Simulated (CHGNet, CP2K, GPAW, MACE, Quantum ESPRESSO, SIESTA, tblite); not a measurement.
## Finding the fault: CP2K, random packing of B (94 atoms)

Program: CP2K 2026.2, a calculation on a cell of 94 B, 8.56 Å³ an atom.

The input, input.inp:

```
&GLOBAL
  PROJECT cell
  RUN_TYPE ENERGY_FORCE
  PRINT_LEVEL LOW
&END GLOBAL
&FORCE_EVAL
  METHOD QS
  STRESS_TENSOR ANALYTICAL
  &DFT
    BASIS_SET_FILE_NAME BASIS_MOLOPT
    POTENTIAL_FILE_NAME GTH_POTENTIALS
    &MGRID
      CUTOFF 450
      REL_CUTOFF 50
    &END MGRID
    &QS
      EPS_DEFAULT 1.0E-12
    &END QS
    &SCF
      SCF_GUESS ATOMIC
      EPS_SCF 1.0E-06
      MAX_SCF 60
      ADDED_MOS 37
      &DIAGONALIZATION
        ALGORITHM STANDARD
      &END DIAGONALIZATION
      &SMEAR ON
        METHOD FERMI_DIRAC
        ELECTRONIC_TEMPERATURE [K] 580
      &END SMEAR
      &MIXING
        METHOD BROYDEN_MIXING
        ALPHA 0.15
        NBROYDEN 8
      &END MIXING
      &PRINT
        &RESTART OFF
        &END RESTART
      &END PRINT
    &END SCF
    &XC
      &XC_FUNCTIONAL PBE
      &END XC_FUNCTIONAL
    &END XC
    &PRINT
      &MULLIKEN ON
      &END MULLIKEN
      &HIRSHFELD ON
        SHAPE_FUNCTION DENSITY
      &END HIRSHFELD
      &MO ON
        EIGENVALUES T
        OCCUPATION_NUMBERS T
        MO_INDEX_RANGE 130 153
        &EACH
          QS_SCF 0
        &END EACH
        ADD_LAST NUMERIC
      &END MO
    &END PRINT
  &END DFT
  &SUBSYS
    &CELL
      A 9.30110 0.00000 0.00000
      B 0.00000 9.30110 0.00000
      C 0.00000 0.00000 9.30110
    &END CELL
    &COORD
      SCALED
      B 0.41605 0.36062 0.66431
      B 0.79921 0.00688 0.54809
      B 0.81208 0.00664 0.82895
      B 0.63941 0.62551 0.42768
      B 0.33737 0.18756 0.68464
      B 0.05917 0.68117 0.40164
      B 0.58711 0.98118 0.05644
      B 0.86024 0.44912 0.48043
      B 0.95163 0.89222 0.45353
      B 0.53680 0.50125 0.61363
[... 80 atom lines left out ...]
      B 0.31514 0.20991 0.44728
      B 0.20977 0.50902 0.30323
      B 0.46826 0.28432 0.35791
      B 0.74271 0.76663 0.37262
    &END COORD
    &KIND B
      BASIS_SET QZV3P-MOLOPT-GTH
      POTENTIAL GTH-PBE-q3
    &END KIND
  &END SUBSYS
  &PRINT
    &FORCES ON
    &END FORCES
    &STRESS_TENSOR ON
    &END STRESS_TENSOR
  &END PRINT
&END FORCE_EVAL
```

The run is started by

```
OMP_NUM_THREADS=1 mpirun -np 4 cp2k.psmp -i input.inp > output.txt
```

What it wrote:

```text
CP2K| version string:                                       CP2K version 2026.2
 CP2K| Input file name                                                 input.inp
 GLOBAL| Basis set file name                                        BASIS_MOLOPT
 GLOBAL| Potential file name                                      GTH_POTENTIALS
 GLOBAL| Run type                                                   ENERGY_FORCE
 GLOBAL| Total number of message passing processes                             4
 GLOBAL| Number of threads for this process                                    1
 *   ___                                                                       *
 *  /   \                                                                      *
 * [ABORT]                                                                     *
 *  \___/   The requested basis set <QZV3P-MOLOPT-GTH> for element <B> was not *
 *    |                 found in the basis set files <BASIS_MOLOPT>            *
 *  O/|                                                                        *
 * /| |                                                                        *
```

The job ended after 0.67 s (4 MPI ranks of Arm Neoverse V2, shared host; peak memory 0.61 GiB; 2.5 s of CPU time).

Banners, paths, timers and routine set-up lines are dropped from the logs unmarked, and long logs keep their key lines alone; longer cuts are marked.

Q: Find the fault and mend it.

A basis that the file lacks: basis QZV3P-MOLOPT-GTH for B. Mend: name a basis that the basis file holds for this element.

The program stopped at the start.

[Also dropped from logs without a mark: logging warnings of Python, and SIESTA's first energy breakdown and zero terms.]

[Logs are printed without paths, hosts, clocks, repeated set-up lines and the standing remarks that a program may print on its own settings, such as how far it seeks lower states.]

[Hosts, paths, dates, database ids (printed as entryN), source tags and the programs' standing remarks are cut or masked in the printed files.]
